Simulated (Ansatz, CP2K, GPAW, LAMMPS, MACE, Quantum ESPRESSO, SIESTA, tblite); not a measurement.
**tblite runs on liquid Zn38Se23S15 at 2640 K (76 atoms)**

How near does tblite come to plane waves for liquid Zn38Se23S15 at 2640 K (76 atoms)?

Main program and level: tblite 0.8.0; the method is named at each step.

## Step 1: The starting structure

The cell holds 76 atoms: 38 Zn, 23 Se and 15 S. Cell: a = 11.922 Å, b = 11.922 Å, c = 11.922 Å, α = 90.0°, β = 90.0°, γ = 90.0°. 76 atoms (38 Zn, 23 Se, 15 S) placed at random at 4.69 g/cm³, melted at 2640 K for 10 ps at fixed volume with the Stillinger-Weber II-VI potential (Zhou et al., Phys. Rev. B 88, 085309 (2013)). Snapshot at the end of a hold of 5 ps at 2640 K and fixed volume.

The yardstick, on the same geometry:

```
method                 : Kohn-Sham DFT, PBE, SSSP efficiency 1.3.0 pseudopotentials, plane waves (Quantum ESPRESSO 7.5); sssp-pbe-1.3.0-efficiency, cutoffs 45/360 Ry, Γ point
r.m.s. force component : 0.7065 eV/Å
longest force          : 3.132 eV/Å
pressure               : -2.14 GPa
time                   : 8.1 min on 4 MPI ranks of Arm Neoverse V2, shared host
CPU time               : 32 min
```

## Step 2: GFN1-xTB

Method: GFN1-xTB tight binding, diagonalisation.

Contents of run.py:

```python
import numpy as np
from ase.io import read
from tblite.ase import TBLite

atoms = read("structure.xyz")
atoms.calc = TBLite(method="GFN1-xTB", electronic_temperature=580, accuracy=1.0, max_iterations=250, mixer_damping=0.4, verbosity=1)
energy = atoms.get_potential_energy()
forces = atoms.get_forces()
print(f"energy {energy:.6f} eV")
print("forces (eV/A)")
for i, (a, f) in enumerate(zip(atoms, forces)):
    print(f"{i:4d} {a.symbol:2s} {f[0]:10.5f} {f[1]:10.5f} {f[2]:10.5f}")
stress = -atoms.get_stress(voigt=False) * 160.21766
print("stress (GPa, compression positive)")
for row in stress:
    print(" ".join(f"{x:10.4f}" for x in row))
print("charges (e)")
print(np.array2string(atoms.get_charges(), precision=4, suppress_small=True, max_line_width=110, threshold=100000))
```

Contents of structure.xyz:

```xyz
76
Lattice="11.92180 0.00000 0.00000 0.00000 11.92180 0.00000 0.00000 0.00000 11.92180" Properties=species:S:1:pos:R:3 pbc="T T T"
Zn 4.15510 0.18658 2.17299
Zn 1.25620 3.37661 6.90189
Zn 10.52361 0.83548 10.49154
Zn 3.91130 11.19898 9.86839
Zn 11.35146 8.08620 11.43968
Zn 6.87161 10.19707 2.98403
Zn 0.06855 7.89879 8.57702
Zn 6.31176 1.44671 7.16548
Zn 2.51145 8.88365 5.52516
Zn 3.96603 6.08048 9.52087
Zn 6.22998 2.04006 3.38472
Zn 0.58572 0.93550 4.32308
Zn 2.04137 6.26193 6.26491
Zn 11.39772 5.80556 3.54018
Zn 11.03875 8.34919 4.31200
Zn 4.40880 7.22366 3.80127
Zn 8.93265 7.60444 0.48879
Zn 8.07118 11.84419 11.28327
Zn 9.96496 6.22413 7.46400
Zn 11.22628 3.02182 5.45816
Zn 7.29638 7.31748 2.88031
Zn 8.97962 0.01168 3.12065
Zn 11.53076 0.29518 1.26216
Zn 6.97628 8.34896 10.72020
Zn 11.25478 5.90356 10.29424
Zn 6.98975 3.94397 8.69004
Zn 1.99690 4.76812 1.26013
Zn 6.10480 4.36350 2.14902
Zn 5.96483 10.07082 7.02349
Zn 3.92084 2.43634 11.58811
Zn 2.05985 9.15809 0.79518
Zn 7.79555 4.63353 5.12745
Zn 7.10313 7.34204 7.72914
Zn 4.06641 3.77551 7.56474
Zn 3.20220 0.41357 5.50883
Zn 9.23045 10.41548 7.58715
Zn 0.90618 11.37733 10.17812
Zn 9.07487 3.79471 11.46579
Se 2.86099 11.41298 0.36099
Se 1.70792 5.33048 8.92132
Se 8.97700 10.22294 1.20613
Se 0.55210 1.68896 8.66357
Se 11.78816 9.56927 1.81927
Se 10.36255 0.23689 5.69945
Se 6.20673 6.26443 0.18538
Se 5.60372 11.89009 4.68968
Se 8.63866 6.74655 9.69707
Se 3.98224 1.48713 8.28565
Se 8.73844 5.39628 2.80770
Se 0.92144 2.16989 11.82964
Se 9.66131 3.57451 9.19826
Se 7.82154 1.73868 1.61600
Se 2.05997 10.89450 3.50417
Se 11.67442 5.23677 0.77015
Se 7.97795 0.86803 8.93324
Se 2.19254 8.71472 9.72664
[... 16 atom lines left out ...]
S 11.48594 5.45136 5.86350
S 5.05842 9.25895 2.05496
S 3.44540 10.42752 7.62936
S 3.80484 2.77778 2.29840
```

Command:

```sh
$ OMP_NUM_THREADS=1 python run.py > output.txt
```

What it wrote:

```text
------------------------------------------------------------
  cycle        total energy    energy error   density error
------------------------------------------------------------
      1     -162.3136135899  -1.6187047E+02   6.2881378E-01
      2     -145.7059484115   1.6607665E+01   6.2302466E-01
      3     -145.4966687120   2.0927970E-01   5.7403842E-01
      4     -152.1837203382  -6.6870516E+00   5.2050868E-01
      5     -162.8478312148  -1.0664111E+01   2.7462931E-01
      6     -163.5865246105  -7.3869340E-01   1.8804034E-01
      7     -164.2458957382  -6.5937113E-01   1.2543997E-01
      8     -164.8127444393  -5.6684870E-01   7.1837021E-02
      9     -164.8302393859  -1.7494947E-02   5.7312459E-02
     10     -164.9142927066  -8.4053321E-02   3.9247503E-02
     11     -164.9608030562  -4.6510350E-02   2.0335069E-02
     12     -164.9605231883   2.7986794E-04   1.9729547E-02
     13     -164.9696524607  -9.1292724E-03   1.0062580E-02
     14     -164.9690792591   5.7320158E-04   1.0494924E-02
     15     -164.9733426173  -4.2633581E-03   4.4997772E-03
     16     -164.9738404840  -4.9786672E-04   2.5587339E-03
     17     -164.9740435259  -2.0304191E-04   1.2177623E-03
     18     -164.9740892321  -4.5706201E-05   7.6612738E-04
     19     -164.9741056265  -1.6394365E-05   4.2573736E-04
     20     -164.9741101175  -4.4910159E-06   1.9802240E-04
     21     -164.9741100850   3.2459127E-08   1.5988353E-04
     22     -164.9741103655  -2.8049993E-07   1.4103156E-04
     23     -164.9741111982  -8.3271624E-07   4.9801841E-05
     24     -164.9741112687  -7.0518865E-08   2.6495826E-05
     25     -164.9741112930  -2.4211658E-08   1.0960288E-05
------------------------------------------------------------
 total:                                   3.304 sec
energy -4489.174226 eV
forces (eV/A)
   0 Zn   -0.16162    0.09378    0.37900
   1 Zn    0.43167   -0.18461    0.54255
   2 Zn   -0.40285    0.17588    0.22428
   3 Zn   -1.32132    0.28578   -1.64850
   4 Zn   -0.24868    0.71608    0.57019
   5 Zn   -0.04781   -0.04107   -0.06306
   6 Zn    0.36486    0.58847    0.20807
   7 Zn    0.30371   -0.42499    0.38073
   8 Zn    0.48845    0.46575   -0.19548
   9 Zn   -0.38712    0.50428    0.51104
  10 Zn   -0.37191   -0.08322   -0.11955
  11 Zn   -0.16938   -0.30332   -0.37171
  12 Zn    0.13788   -0.21361   -0.42684
  13 Zn    0.24422    0.38961   -0.96986
  14 Zn    0.04774   -0.33373   -0.77515
  15 Zn   -1.36817    1.65275   -0.57225
  16 Zn    0.22021    0.04837    0.18348
  17 Zn   -0.67581   -0.00093   -0.02697
  18 Zn   -0.28558    0.02258    0.34284
  19 Zn   -1.09837   -0.38480   -0.66805
  20 Zn   -0.15157   -0.22683   -0.33407
  21 Zn    0.44333    0.41610    0.67180
  22 Zn    0.19657    0.34065    0.04357
  23 Zn   -0.82726   -0.74456    1.60367
[...]
68 S     1.71224   -0.21946    1.71317
  69 S     1.50055   -1.41398   -0.05342
  70 S    -0.39296    0.70776   -0.63772
  71 S     0.85753    0.53078    0.63616
  72 S    -0.16244   -0.49403    0.60482
  73 S    -0.14183   -0.38144    0.55375
  74 S     0.15334   -0.44991   -0.84883
  75 S     0.88293   -0.35785   -0.60412
stress (GPa, compression positive)
    2.5932    -0.0687     0.2276
   -0.0687     2.8623     0.1360
    0.2276     0.1360     1.3378
charges (e)
[ 0.1952  0.1448 -0.0687  0.2418  0.0522  0.1941  0.2092  0.082   0.1151  0.0448  0.1648  0.1102  0.2191
  0.1348 -0.0239  0.207  -0.0531  0.1254  0.1417  0.1785  0.1861  0.0115  0.0251  0.2201  0.0312  0.1534
  0.1401  0.188   0.1438 -0.0214  0.1102  0.1617  0.1835  0.2293  0.165   0.2097  0.1026  0.0621  0.0113
 -0.1028 -0.0323  0.025  -0.0252 -0.0408 -0.0622 -0.0563 -0.0726 -0.1086 -0.0871 -0.0854 -0.0528 -0.0828
 -0.0608 -0.038  -0.0663 -0.0733 -0.0485 -0.0962 -0.0726  0.0088  0.0538 -0.2512 -0.2704 -0.1898 -0.246
 -0.25   -0.266  -0.1571 -0.2625 -0.2374 -0.2682 -0.1981 -0.19   -0.3135 -0.2176 -0.2333]
```

It took 4 s on 1 thread of Arm Neoverse V2, shared host; peak memory 0.13 GiB.

Banners, paths, timers and routine set-up lines are dropped from the logs unmarked, and long logs keep their key lines alone; longer cuts are marked.

Numbers from this run, and their distance from the reference:

| Item | Value |
| --- | --- |
| r.m.s. force component | 0.6231 eV/Å |
| r.m.s. difference of force components | 325.2 meV/Å |
| longest difference of force vectors | 1342 meV/Å |
| force difference over r.m.s. force | 46.03 % |
| slope of forces against the reference's | 0.783 |
| correlation of force components | 0.8878 |
| pressure | 2.264 GPa |
| pressure difference | 4.405 GPa |

Length of the force difference by element (eV/Å):

```tsv
element	atoms	mean	most
S	15	0.65	1.3
Se	23	0.58	1.1
Zn	38	0.40	1.00
```

Local excerpt of 9 atoms (numbers count through the whole input) about Zn3, whose charge lies farthest from its element's mean; x, y, z are measured from there.

```tsv
atom	x	y	z	distance (Å)	bonds	Mulliken charge (e)	Fx	Fy	Fz (eV/Å)
Zn3	0.00	0.00	0.00	0.00	4	-0.07	-0.40	0.18	0.22
Zn37	2.30	-1.38	-0.31	2.70	5	0.10	0.20	-0.33	-0.50
Zn18	-2.45	-0.91	0.79	2.73	4	0.13	-0.68	0.00	-0.03
Se42	1.95	0.85	-1.83	2.81	4	0.03	0.68	-1.72	-1.31
Zn23	1.01	-0.54	2.69	2.92	3	0.03	0.20	0.34	0.04
Se55	-2.55	0.03	-1.56	2.98	4	-0.07	0.06	-0.02	-0.36
Se50	2.32	1.33	1.34	2.99	5	-0.09	0.60	0.02	-0.30
S63	0.07	-2.96	-0.99	3.12	4	-0.27	0.51	0.12	-0.15
Se51	-0.86	2.74	-1.29	3.15	5	-0.05	0.08	0.31	-0.25
```

Atoms are counted from 1 here, from 0 in the log.

Forces lie 46 % from the reference's, at 0.0019 times its CPU time (on 1 against 4 cores).

## Step 3: What came out

```
force difference from the reference : tblite GFN1-xTB, 46 %
its CPU time                        : 3.7 s
```

What this shows: Tight binding differs by 46 % (tblite GFN1-xTB); it is another model, with fitted parameters of its own, and the xTB methods hold dispersion. One electronic-structure run takes under half the reference's CPU time: tblite GFN1-xTB, at 46 % in 3.7 s against 32 min; its pressure misses by +4.4 GPa. Periodic xTB results under one method name differ between programs and library versions. The reference's pressure holds the uncorrected Pulay stress of its 45 Ry basis, so small pressure differences, and their order, may be the reference's own error. The frame stands for 2640 K, but pressures are static and levels are smeared at 580 K, under the temperature of the frame, which matters where levels are partly filled. The network of bonds at the start is that of the classical potential that made the cell, and needn't be the one that DFT or experiment would give. The electronic-structure runs sample only Γ, in a cell whose shortest periodic width is 12 Å, which is coarse for a cell with partly filled levels.

[Also dropped from logs without a mark: logging warnings of Python, and SIESTA's first energy breakdown and zero terms.]

[Logs are printed without paths, hosts, clocks, repeated set-up lines and the standing remarks that a program may print on its own settings, such as how far it seeks lower states.]

[Hosts, paths, dates, database ids (printed as entryN), source tags and the programs' standing remarks are cut or masked in the printed files.]
